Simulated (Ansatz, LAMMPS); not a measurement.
**A faulty run on amorphous SiO1.8 (157 atoms)**

Program: Ansatz 0.2.0. The cell: 56 Si and 101 O.

input.yaml

```yaml
crystal:
  lattice:
    - [13.3032, 0.0, 0.0]
    - [0.0, 13.3032, 0.0]
    - [0.0, 0.0, 13.3032]
  atoms:
    - { symbol: Si, position: [0.75102, 0.79775, 0.10817] }
    - { symbol: Si, position: [0.3049, 0.18697, 0.37384] }
    - { symbol: Si, position: [0.3991, 0.76005, 0.71833] }
    - { symbol: Si, position: [0.59075, 0.04034, 0.93801] }
    - { symbol: Si, position: [0.02398, 0.22941, 0.32271] }
    - { symbol: Si, position: [0.06212, 0.64103, 0.27043] }
    - { symbol: Si, position: [0.07021, 0.44525, 0.40856] }
    - { symbol: Si, position: [0.91063, 0.16043, 0.88363] }
    - { symbol: Si, position: [0.56493, 0.72288, 0.22332] }
    - { symbol: Si, position: [0.49446, 0.76932, 0.44691] }
    - { symbol: Si, position: [0.31304, 0.42099, 0.68959] }
    - { symbol: Si, position: [0.48183, 0.22826, 0.11781] }
    - { symbol: Si, position: [0.2259, 0.62712, 0.64288] }
    - { symbol: Si, position: [0.19189, 0.86035, 0.24468] }
    - { symbol: Si, position: [0.505, 0.34716, 0.74932] }
    - { symbol: Si, position: [0.68088, 0.87427, 0.78747] }
    - { symbol: Si, position: [0.67721, 0.14497, 0.13431] }
    - { symbol: Si, position: [0.79041, 0.71726, 0.49879] }
    [... 133 atom lines left out ...]
    - { symbol: O, position: [0.14315, 0.62739, 0.17285] }
    - { symbol: O, position: [0.26019, 0.46437, 0.18744] }
    - { symbol: O, position: [0.13905, 0.36439, 0.87656] }
    - { symbol: O, position: [0.75127, 0.80753, 0.42013] }
    - { symbol: O, position: [0.80404, 0.85833, 0.76868] }
    - { symbol: O, position: [0.95841, 0.45237, 0.4655] }
kpoints:
  mp_grid: { grid: [1, 1, 1] }
hamiltonian:
  xc: pbe
  hubbard: { sites: [{ species: O, l: p, u_eff: -5.0 }] }
scf:
  occupations: { method: fermi_dirac, width: 0.05 }
  max_iter: 100
output:
  forces: true
```

Started as:

```console
$ ansatz run input.yaml --threads 4 --pin off --max-ram 8192MiB --backend cpu --events-out ev --progress --plain --runs-dir out
```

Numbers of over 12 decimals in the logs are rounded to 6 here.

The program printed:

```text
Si: projections on atomic orbitals take those of the free atom [Ne] 3s2 3p2, of charge +0.00 (hamiltonian.pseudopotentials.projection_atoms); the dataset's partial waves leave at most 6.1e-8 of an orbital's norm unspanned inside its sphere
O: projections on atomic orbitals take those of the free atom [He] 2s2 2p4, of charge +0.00 (hamiltonian.pseudopotentials.projection_atoms); the dataset's partial waves leave at most 1.9e-8 of an orbital's norm unspanned inside its sphere
Engine: ansatz 0.2.0, aarch64-unknown-linux-gnu
Pseudopotentials: kind: paw
Pseudopotential: Si, paw, valence charge 4, recommended cutoff 420 eV (normal), Si.paw.azcp
Pseudopotential: O, paw, valence charge 6, recommended cutoff 420 eV (normal), O.paw.azcp
[... 5 lines on functional and potentials left out ...]
Crystal: 157 atoms, lattice volume = 2354.336 Å³
Basis set: ecut = 420 eV, 46297 PW (Γ), exchange–correlation on 180×180×180 points (8 copies of the dense FFT grid, shifted against one another)
Bands: 572, of which v1, the nominal top of the filled ones, is band 415 counted from 1 (414 counted from 0)
Symmetry: 1 space group operations
Space group: P1 (ITA 1), of the structure as read, at distance tolerance 1.3e-4 Å
k-points: 1
[... 5 lines on functional and potentials left out ...]
Initial density: superposition of atomic densities (chi_scale 0.1, normalization cell, long waves of neutral atoms under a Hubbard term (reshape's long-wave potential 0.35 eV rms, cloud 1.77 Å wide))
Initial wavefunctions: pseudopotential atomic-orbital guess
Functional: x = pbe(κ = 0.804, μ = 0.219515), c = pbe(β = 0.066725)
SCF iter   1: F=—  HF=-93309.769274 eV  |F-HF|=—  |Δ(HF+E_count)|=         —  Δρ=1.03e-1  dr2=2.70e2  ethr=3.10e-3  ⟨swp⟩=6.0  Hψ=2360  notcnv=0  defer=126
preconditioner: auto → LDOS  [insulator: Δε(μ)=0.117 eV  Ē_g=12.323 eV  σ=0.050 eV  W_gap=0.53  n_scr=460 (ndim 8)  ℏωp=19.2 eV  f_vac=0.152  D(μ)=15.52/eV (n_scr^D=56)  ε∞_Penn≈3.4  β→1.0]
SCF iter   2: F=—  HF=-93358.054147 eV  |F-HF|=—  |Δ(HF+E_count)|=    4.83e1  Δρ=1.89e-1  dr2=1.01e3  ethr=3.10e-3  ⟨swp⟩=8.0  Hψ=1857  notcnv=0  defer=131  recentre
SCF iter   3: F=—  HF=-93199.132623 eV  |F-HF|=—  |Δ(HF+E_count)|=    1.59e2  Δρ=2.99e-2  dr2=2.94e1  ethr=3.10e-3  ⟨swp⟩=4.0  Hψ=1478  notcnv=0  defer=124
SCF iter   4: F=—  HF=-93188.466220 eV  |F-HF|=—  |Δ(HF+E_count)|=    1.07e1  Δρ=1.25e-2  dr2=4.57e0  ethr=3.10e-3  ⟨swp⟩=2.0  Hψ=1002  notcnv=0  defer=128
SCF iter   5: F=—  HF=-93187.737330 eV  |F-HF|=—  |Δ(HF+E_count)|=   7.29e-1  Δρ=6.25e-3  dr2=9.68e-1  ethr=5.51e-4  ⟨swp⟩=2.0  Hψ=1003  notcnv=0  defer=129
SCF iter   6: F=—  HF=-93187.644204 eV  |F-HF|=—  |Δ(HF+E_count)|=   9.31e-2  Δρ=3.36e-3  dr2=3.51e-1  ethr=1.17e-4  ⟨swp⟩=2.0  Hψ=1005  notcnv=0  defer=129
SCF iter   7: F=—  HF=-93187.632302 eV  |F-HF|=—  |Δ(HF+E_count)|=   1.19e-2  Δρ=2.12e-3  dr2=1.55e-1  ethr=4.23e-5  ⟨swp⟩=2.0  Hψ=775  notcnv=0  defer=129
SCF iter   8: F=—  HF=-93187.631708 eV  |F-HF|=—  |Δ(HF+E_count)|=   5.94e-4  Δρ=1.52e-3  dr2=7.34e-2  ethr=1.87e-5  ⟨swp⟩=2.0  Hψ=763  notcnv=0  defer=129
SCF iter   9: F=—  HF=-93187.628982 eV  |F-HF|=—  |Δ(HF+E_count)|=   2.73e-3  Δρ=1.04e-3  dr2=3.03e-2  ethr=8.84e-6  ⟨swp⟩=2.0  Hψ=973  notcnv=0  defer=129
SCF iter  10: F=—  HF=-93187.627768 eV  |F-HF|=—  |Δ(HF+E_count)|=   1.21e-3  Δρ=7.04e-4  dr2=1.27e-2  ethr=3.65e-6  ⟨swp⟩=2.0  Hψ=761  notcnv=0  defer=129
[...]
SCF iter  20: F=—  HF=-93187.629523 eV  |F-HF|=—  |Δ(HF+E_count)|=   8.26e-6  Δρ=2.73e-5  dr2=1.61e-5  ethr=2.90e-9  ⟨swp⟩=2.0  Hψ=762  notcnv=0  defer=129
SCF iter  21: F=—  HF=-93187.629523 eV  |F-HF|=—  |Δ(HF+E_count)|=   3.64e-7  Δρ=1.74e-5  dr2=7.20e-6  ethr=1.94e-9  ⟨swp⟩=2.0  Hψ=773  notcnv=0  defer=129
SCF iter  22: F=—  HF=-93187.629525 eV  |F-HF|=—  |Δ(HF+E_count)|=   1.35e-6  Δρ=1.25e-5  dr2=4.16e-6  ethr=8.68e-10  ⟨swp⟩=2.0  Hψ=774  notcnv=0  defer=129
SCF iter  23: F=—  HF=-93187.629525 eV  |F-HF|=—  |Δ(HF+E_count)|=   5.78e-7  Δρ=9.93e-6  dr2=2.75e-6  ethr=5.02e-10  ⟨swp⟩=2.0  Hψ=774  notcnv=0  defer=129
SCF iter  24: F=—  HF=-93187.629525 eV  |F-HF|=—  |Δ(HF+E_count)|=   1.19e-7  Δρ=7.29e-6  dr2=1.38e-6  ethr=3.32e-10  ⟨swp⟩=2.0  Hψ=761  notcnv=0  defer=129
SCF iter  25: F=—  HF=-93187.629525 eV  |F-HF|=—  |Δ(HF+E_count)|=   5.61e-8  Δρ=5.89e-6  dr2=8.42e-7  ethr=1.67e-10  ⟨swp⟩=2.0  Hψ=773  notcnv=0  defer=129
SCF iter  26: F=—  HF=-93187.629525 eV  |F-HF|=—  |Δ(HF+E_count)|=   1.07e-7  Δρ=4.68e-6  dr2=5.34e-7  ethr=1.01e-10  ⟨swp⟩=2.0  Hψ=774  notcnv=0  defer=129
SCF iter  27: F=—  HF=-93187.629525 eV  |F-HF|=—  |Δ(HF+E_count)|=   1.78e-8  Δρ=3.66e-6  dr2=3.06e-7  ethr=6.43e-11  ⟨swp⟩=2.0  Hψ=821  notcnv=0  defer=129
SCF iter  28: F=—  HF=-93187.629525 eV  |F-HF|=—  |Δ(HF+E_count)|=   6.87e-9  Δρ=2.82e-6  dr2=1.69e-7  ethr=3.68e-11  ⟨swp⟩=2.0  Hψ=821  notcnv=0  defer=129
SCF iter  29: F=-93187.629525 eV  HF=-93187.629525 eV  |F-HF|=3.38e-9  |Δ(HF+E_count)|=   1.07e-8  Δρ=2.16e-6  dr2=8.77e-8  ethr=1.20e-11  ⟨swp⟩=4.0  Hψ=1681  notcnv=0
SCF 1 converged in 29 iterations: F = -93187.629525 eV  dr2 = 8.77e-8
[...]
SCF converged after 29 iterations
Free energy (F): -93187.629525 eV
Harris-Foulkes:  -93187.629525 eV  (|F-HF|=3.38e-9)
Internal energy: -93187.302898 eV  (E = F + TS)
E sigma→0 (E₀):  -93187.466212 eV
Entropy (-TS):   -0.326627 eV (-2.080 meV/atom)
Fermi energy:    6.341042 eV
--- Per-component energies (eV) ---
  E_band       = -3902.926866
  E_kinetic    = 20343.983952
  E_local      = -65904.200324  (includes V_loc(G=0)·N_el)
  E_nonlocal   = 6176.164944
  E_hartree    = 25294.004077
  E_xc         = -10594.701580
  E_vxc        = -12199.355678  (∫ρ·V_xc dr)
  E_hubbard    = -199.648690  (on-site DFT+U / exact-exchange correction)
  E_vhub       = 871.628378  (the Hubbard potential's part of the band-sum identity)
  E_paw        = -44705.619219  (= ΣΔE_a)
  E_vpaw       = -3779.397011  (= ΣTr[D̂ρ^β])
  E_aug_tail   = 0.248351  (compensation charges beyond the density's cutoff)
  E_ewald      = -23597.534408
  E_smearing   = -0.326627  (= −TS)
  E_closure    = -0.000000  (closes the sum)
  Σ components = -93187.629525   (vs F -93187.629525, Δ=0.00e0)
--- Forces (eV/Å), atoms counted from 1 ---
  atom   1  Si     0.52186444     0.51709695     0.64365130
  atom   2  Si     0.94649977    -0.49639347    -2.25969600
  atom   3  Si     0.72871518    -1.26507836     0.21139949
  atom   4  Si    -1.64266958    -1.18740926    -1.24582363
  atom   5  Si     2.11485052    -0.30658427    -0.95406896
  atom   6  Si    -0.76444614    -0.02710302    -1.71284774
  atom   7  Si    -3.07953747     1.52438976    -1.55166391
  atom   8  Si     0.80098462     1.40442950     0.52558365
  atom   9  Si     1.15820585     1.87932791     1.27207050
  atom  10  Si     0.21151402    -0.57936797    -0.28348889
  atom  11  Si    -3.28440915    -0.10142850     2.89604820
  atom  12  Si    -4.59167144    -2.80585233     6.52187229
  atom  13  Si    -1.58734387     2.77841481    -1.33624375
  atom  14  Si     2.44929010     1.59190825    -0.97074767
[...]
atom 156  O     -0.73968389     0.96260281     1.28206175
  atom 157  O      0.85688753    -0.75775218    -0.00891139
  max |Σ_I F_I| component: 6.43e-5 eV/Å
Occupation matrices written to <dir>
```

Run time: 2.1 min. Hardware: 4 threads of Arm Neoverse V1, shared host; peak memory 3.6 GiB; 8.3 min of CPU time.

Against a sound run (Kohn-Sham DFT, PBE, PAW (set soft_2), plane waves):

- r.m.s. difference of force components: 312.2 meV/Å
- longest difference of force vectors: 998.5 meV/Å
- force difference over r.m.s. force: 20.66 %

**Question.** What is wrong with this input, and how is it mended?

A negative U: hamiltonian.hubbard.sites = [{"species": "O", "l": "p", "u_eff": -5.0}].

The fix is to take out hamiltonian.hubbard.sites.

The run converged all the same, so the exit status doesn't show the fault.

[Logs are printed without paths, hosts, clocks, repeated set-up lines and the standing remarks that a program may print on its own settings, such as how far it seeks lower states.]

[Hosts, paths, dates, database ids (printed as entryN), source tags and the programs' standing remarks are cut or masked in the printed files.]
